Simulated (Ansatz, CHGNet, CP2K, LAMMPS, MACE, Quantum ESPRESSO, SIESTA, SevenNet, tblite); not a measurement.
# Mg2+ TFSI- in gamma-butyrolactone at 370 K (110 atoms) in tblite

How near does tblite come to plane waves for Mg2+ TFSI- in gamma-butyrolactone at 370 K (110 atoms)?

Calculated with tblite 0.8.0; the method is named at each step.

### Step 1. The starting structure

The cell holds 110 atoms: 4 N, 8 S, 24 O, 24 C, 24 F, 24 H and 2 Mg. Its edges and angles: a = 11.534 Å, b = 11.534 Å, c = 11.534 Å, α = 90.0°, β = 90.0°, γ = 90.0°. 4 gamma-butyrolactone, 2 Mg2+, 4 TFSI- placed at random, at 1.64 g/cm³; overlaps pushed apart, then 10 ps at 550 K with divalent ions of Li, Roberts, Chakravorty and Merz (J. Chem. Theory Comput. 9, 2733 (2013)); MMFF94 bonds, angles, torsions, charges and radii (Halgren, J. Comput. Chem. 17, 490 (1996)) in harmonic and 12-6 forms; charges of ions scaled by 0.8. Snapshot after 30 ps at 370 K and fixed volume.

The yardstick, on the same geometry:

* method: Kohn-Sham DFT, PBE, SSSP efficiency 1.3.0 pseudopotentials, plane waves (Quantum ESPRESSO 7.5); sssp-pbe-1.3.0-efficiency, cutoffs 60/480 Ry, Γ point
* r.m.s. force component: 1.199 eV/Å
* longest force: 5.943 eV/Å
* pressure: 3.483 GPa
* gap (highest filled to lowest empty level): 3.681 eV
* time: 2.9 min on 4 MPI ranks of Arm Neoverse V2, shared host
* CPU time: 12 min

### Step 2. GFN1-xTB

Method: GFN1-xTB tight binding, diagonalisation.

File run.py:

```python
import numpy as np
from ase.io import read
from tblite.ase import TBLite

atoms = read("structure.xyz")
atoms.calc = TBLite(method="GFN1-xTB", electronic_temperature=580, accuracy=1.0, max_iterations=250, mixer_damping=0.4, verbosity=1)
energy = atoms.get_potential_energy()
forces = atoms.get_forces()
print(f"energy {energy:.6f} eV")
print("forces (eV/A)")
for i, (a, f) in enumerate(zip(atoms, forces)):
    print(f"{i:4d} {a.symbol:2s} {f[0]:10.5f} {f[1]:10.5f} {f[2]:10.5f}")
stress = -atoms.get_stress(voigt=False) * 160.21766
print("stress (GPa, compression positive)")
for row in stress:
    print(" ".join(f"{x:10.4f}" for x in row))
print("charges (e)")
print(np.array2string(atoms.get_charges(), precision=4, suppress_small=True, max_line_width=110, threshold=100000))
```

File structure.xyz:

```xyz
110
Lattice="11.53383 0.00000 0.00000 0.00000 11.53383 0.00000 0.00000 0.00000 11.53383" Properties=species:S:1:pos:R:3 pbc="T T T"
N 3.69682 0.04567 8.07230
S 2.21242 0.59249 8.03908
O 1.26930 0.00588 7.13356
O 1.65361 0.84508 9.36766
C 2.56397 2.32234 7.41568
F 3.59302 2.89349 8.13481
F 2.94874 2.37885 6.08571
F 1.51543 3.19210 7.52225
S 4.41077 0.25870 6.68731
O 3.62577 0.18996 5.47199
O 5.48180 1.29929 6.63264
C 5.24951 10.08714 6.77093
F 6.42388 10.12936 7.44347
F 4.35760 9.26351 7.38765
F 5.49229 9.72014 5.49368
N 0.60945 6.57221 5.20372
S 10.85345 7.27600 4.70234
O 10.80362 8.63734 5.07316
O 10.58321 7.17427 3.28080
C 9.67435 6.21523 5.43739
F 8.45015 6.78800 5.61755
F 9.49315 5.05770 4.74975
F 10.10710 5.78791 6.67105
S 1.72558 7.55627 5.41490
O 2.53733 7.81083 4.23891
O 1.44657 8.74449 6.28317
C 2.65855 6.53691 6.35768
F 2.23295 6.56967 7.64255
F 2.77539 5.22759 5.97406
F 3.96210 6.96736 6.27256
N 7.84393 11.01988 4.83060
S 9.09004 0.45489 4.79173
O 10.23316 11.47974 5.49356
O 9.41045 1.16088 3.58195
C 8.59143 1.90320 5.86149
F 8.22270 1.56445 7.10392
F 9.65831 2.78265 5.91432
F 7.54059 2.57181 5.23913
S 7.82109 10.13212 3.51574
O 9.13410 9.79707 2.94493
O 6.89642 9.01623 3.55403
C 7.08558 11.27939 2.36028
F 6.76805 0.94070 3.00306
F 7.92824 0.01211 1.32593
F 5.89840 10.82784 1.79974
N 8.42754 8.97090 8.94748
S 9.91056 9.54424 8.93168
O 10.76152 8.94495 9.91379
O 10.61528 9.72913 7.67496
C 9.77238 11.31111 9.47147
F 10.42289 0.60391 8.57586
F 8.44299 0.20772 9.59695
F 10.35069 11.46232 10.70166
S 7.77795 8.77955 10.34054
O 8.73480 8.59167 11.43014
O 6.59354 9.59015 10.55219
[... 50 atom lines left out ...]
H 3.79601 10.03120 0.02388
H 3.05001 9.44978 10.04712
Mg 9.72590 8.15869 1.51232
Mg 0.13875 10.27272 5.90671
```

Launch:

```sh
$ OMP_NUM_THREADS=1 python run.py > output.txt
```

What it wrote:

```text
------------------------------------------------------------
  cycle        total energy    energy error   density error
------------------------------------------------------------
      1     -331.7568592432  -3.3318919E+02   7.8217282E-01
      2     -337.0632932899  -5.3064340E+00   4.9260153E-01
      3     -336.3888962701   6.7439702E-01   3.9526464E-01
      4     -342.9922769667  -6.6033807E+00   1.0399301E-01
      5     -343.0517640780  -5.9487111E-02   3.1876359E-02
      6     -343.0588854373  -7.1213593E-03   2.2040164E-02
      7     -343.0839307252  -2.5045288E-02   9.5948003E-03
      8     -343.0864458433  -2.5151181E-03   4.4129816E-03
      9     -343.0869301185  -4.8427524E-04   1.9877355E-03
     10     -343.0871463322  -2.1621373E-04   6.3505091E-04
     11     -343.0871638622  -1.7530005E-05   9.9305607E-05
     12     -343.0871640192  -1.5693996E-07   4.7143442E-05
     13     -343.0871641262  -1.0706680E-07   2.2158348E-05
     14     -343.0871641520  -2.5780253E-08   6.4598005E-06
------------------------------------------------------------
 total:                                   3.028 sec
energy -9335.877264 eV
forces (eV/A)
   0 N    -0.99885   -0.00646    1.44218
   1 S    -0.19877    2.35210    2.39644
   2 O    -0.83692   -0.98237   -1.38752
   3 O     0.94865   -0.49753   -0.92965
   4 C     0.71042    2.68626   -1.50345
   5 F    -1.48769   -1.05759   -0.78189
   6 F    -0.78138    0.29194    2.37927
   7 F     0.82749   -1.15596    0.14318
   8 S     3.71373    0.55522   -2.35353
   9 O    -0.19412   -0.61969    0.27266
  10 O    -1.95595   -1.95034    0.71953
  11 C     0.33915    0.24531   -0.35694
  12 F    -1.36740   -0.34011   -0.61468
  13 F     1.43986    0.60098   -0.84946
  14 F    -0.44860   -0.10775    1.66613
  15 N    -1.99829   -2.59611   -0.20892
  16 S    -0.47177   -0.03705   -3.05583
  17 O    -0.97056    2.33843    1.55120
  18 O     0.09832   -0.60800   -0.19741
  19 C    -3.08087   -2.75387    2.41437
  20 F     1.65820   -0.48986   -0.28887
  21 F     0.82756    1.61284    0.57924
  22 F    -0.35284    0.91976   -1.24879
  23 S     2.16091    5.04733   -1.10036
[...]
102 H     0.10370   -0.25947   -0.42938
 103 H    -0.34462   -1.78597    1.47392
 104 H     0.00960   -0.36342    0.13441
 105 H    -0.32038    0.93434    0.86691
 106 H     1.30731    1.35623    0.51171
 107 H     0.36481    0.22649   -0.70392
 108 Mg    0.05822    0.22412    0.43576
 109 Mg    0.43237    0.11092    0.23574
stress (GPa, compression positive)
   -0.4822    -0.3500     0.8067
   -0.3500    -0.6577    -0.5835
    0.8067    -0.5835    -0.4925
charges (e)
[-0.2462  0.5289 -0.3423 -0.4009  0.6362 -0.225  -0.2044 -0.2281  0.5118 -0.397  -0.4121  0.6457 -0.2148
 -0.2206 -0.2057 -0.2421  0.5316 -0.3269 -0.3608  0.6748 -0.1945 -0.1887 -0.2185  0.526  -0.386  -0.386
  0.6781 -0.2118 -0.2143 -0.2149 -0.2103  0.5285 -0.3644 -0.3836  0.6561 -0.186  -0.2123 -0.2147  0.5258
 -0.3726 -0.3687  0.6545 -0.2266 -0.1941 -0.2209 -0.2229  0.5292 -0.3642 -0.3625  0.6405 -0.2017 -0.2207
 -0.2012  0.5216 -0.3666 -0.3607  0.6566 -0.2182 -0.2014 -0.2123 -0.4629  0.5982 -0.0883 -0.0679  0.1907
 -0.3658  0.0624  0.078   0.0753  0.0341  0.0657  0.0483 -0.4664  0.5827 -0.0934 -0.0686  0.1849 -0.3635
  0.0915  0.0589  0.0641  0.0632  0.0443  0.0716 -0.4475  0.599  -0.0726 -0.0659  0.1778 -0.3622  0.0934
  0.0885  0.0757  0.0414  0.0548  0.0313 -0.4555  0.6002 -0.0872 -0.0687  0.1749 -0.3809  0.0966  0.0694
  0.0515  0.0541  0.0678  0.071   0.8744  0.8639]
```

It took 3.6 s on 1 thread of Arm Neoverse V2, shared host; peak memory 0.18 GiB.

Banners, paths, timers and routine set-up lines are dropped from the logs unmarked, and long logs keep their key lines alone; longer cuts are marked.

Compared with the plane-wave run:

- r.m.s. force component: 1.292 eV/Å
- r.m.s. difference of force components: 460.2 meV/Å
- longest difference of force vectors: 1439 meV/Å
- force difference over r.m.s. force: 38.39 %
- slope of forces against the reference's: 1.007
- correlation of force components: 0.9344
- pressure: -0.5441 GPa
- pressure difference: -4.027 GPa

Length of the force difference by element (eV/Å):

| element | atoms | mean | most |
| --- | --- | --- | --- |
| C | 24 | 0.73 | 1.4 |
| F | 24 | 1.2 | 1.4 |
| H | 24 | 0.17 | 0.30 |
| Mg | 2 | 0.76 | 0.82 |
| N | 4 | 1.2 | 1.4 |
| O | 24 | 0.56 | 1.3 |
| S | 8 | 0.74 | 1.1 |

A closer look about C27, which bears the longest force: 10 atoms, nearest first, numbered in the order of the input, with positions taken from that point.

| atom | x | y | z | distance (Å) | bonds | Mulliken charge (e) | Fx | Fy | Fz (eV/Å) |
| --- | --- | --- | --- | --- | --- | --- | --- | --- | --- |
| C27 | 0.00 | 0.00 | 0.00 | 0.00 | 4 | 0.68 | 4.42 | -2.95 | 3.01 |
| F28 | -0.43 | 0.03 | 1.28 | 1.35 | 1 | -0.21 | 0.60 | -0.21 | -1.06 |
| F29 | 0.12 | -1.31 | -0.38 | 1.37 | 1 | -0.21 | -0.86 | 1.44 | 0.28 |
| F30 | 1.30 | 0.43 | -0.09 | 1.38 | 1 | -0.21 | -1.32 | -0.22 | 0.61 |
| S24 | -0.93 | 1.02 | -0.94 | 1.67 | 4 | 0.53 | 2.16 | 5.05 | -1.10 |
| N16 | -2.05 | 0.04 | -1.15 | 2.35 | 2 | -0.24 | -2.00 | -2.60 | -0.21 |
| O25 | -0.12 | 1.27 | -2.12 | 2.48 | 1 | -0.39 | -0.55 | 0.18 | 0.25 |
| O26 | -1.21 | 2.21 | -0.07 | 2.52 | 2 | -0.39 | 0.37 | -1.37 | -1.09 |
| F14 | 1.70 | 2.73 | 1.03 | 3.37 | 1 | -0.22 | 1.44 | 0.60 | -0.85 |
| H69 | 2.66 | -0.06 | -2.22 | 3.46 | 1 | 0.08 | -0.63 | -0.16 | 0.44 |

Atoms are counted from 1 here, from 0 in the log.

Forces lie 38 % from the reference's, at 0.0051 times its CPU time (on 1 against 4 cores).

### Step 3. Results

| Quantity | Value |
| --- | --- |
| force difference from the reference | tblite GFN1-xTB, 38 % |
| its CPU time | 3.5 s |

In words: Tight binding differs by 38 % (tblite GFN1-xTB); it is another model, with fitted parameters of its own, and the xTB methods hold dispersion. One electronic-structure run takes under half the reference's CPU time: tblite GFN1-xTB, at 38 % in 3.5 s against 12 min; its pressure misses by -4.0 GPa. Periodic xTB results under one method name differ between programs and library versions. The reference's pressure holds the uncorrected Pulay stress of its 60 Ry basis, so small pressure differences, and their order, may be the reference's own error. In our tests on small cells the SSSP efficiency potentials stood apart from two norm-conserving sets, for C–F bonds most and for P–O bonds less, so differences between them and other runs here needn't be the other run's error. The network of contacts between molecules at the start is that of the classical potential that made the cell, and needn't be the one that DFT or experiment would give. The reference's PBE has no dispersion term, which matters for the binding between molecules or layers. The density was typed from a rule of thumb and may lie off the real one at this temperature. The electronic-structure runs sample only Γ, in a cell whose shortest periodic width is 12 Å.

[Also dropped from logs without a mark: logging warnings of Python, and SIESTA's first energy breakdown and zero terms.]

[Logs are printed without paths, hosts, clocks, repeated set-up lines and the standing remarks that a program may print on its own settings, such as how far it seeks lower states.]

[Hosts, paths, dates, database ids (printed as entryN), source tags and the programs' standing remarks are cut or masked in the printed files.]

[The MMFF94 radii named for the starting cell were scaled by 0.96; in molecules described by MMFF94, hydrogen bound to N, O or S took a small fixed 12-6 site in their place.]
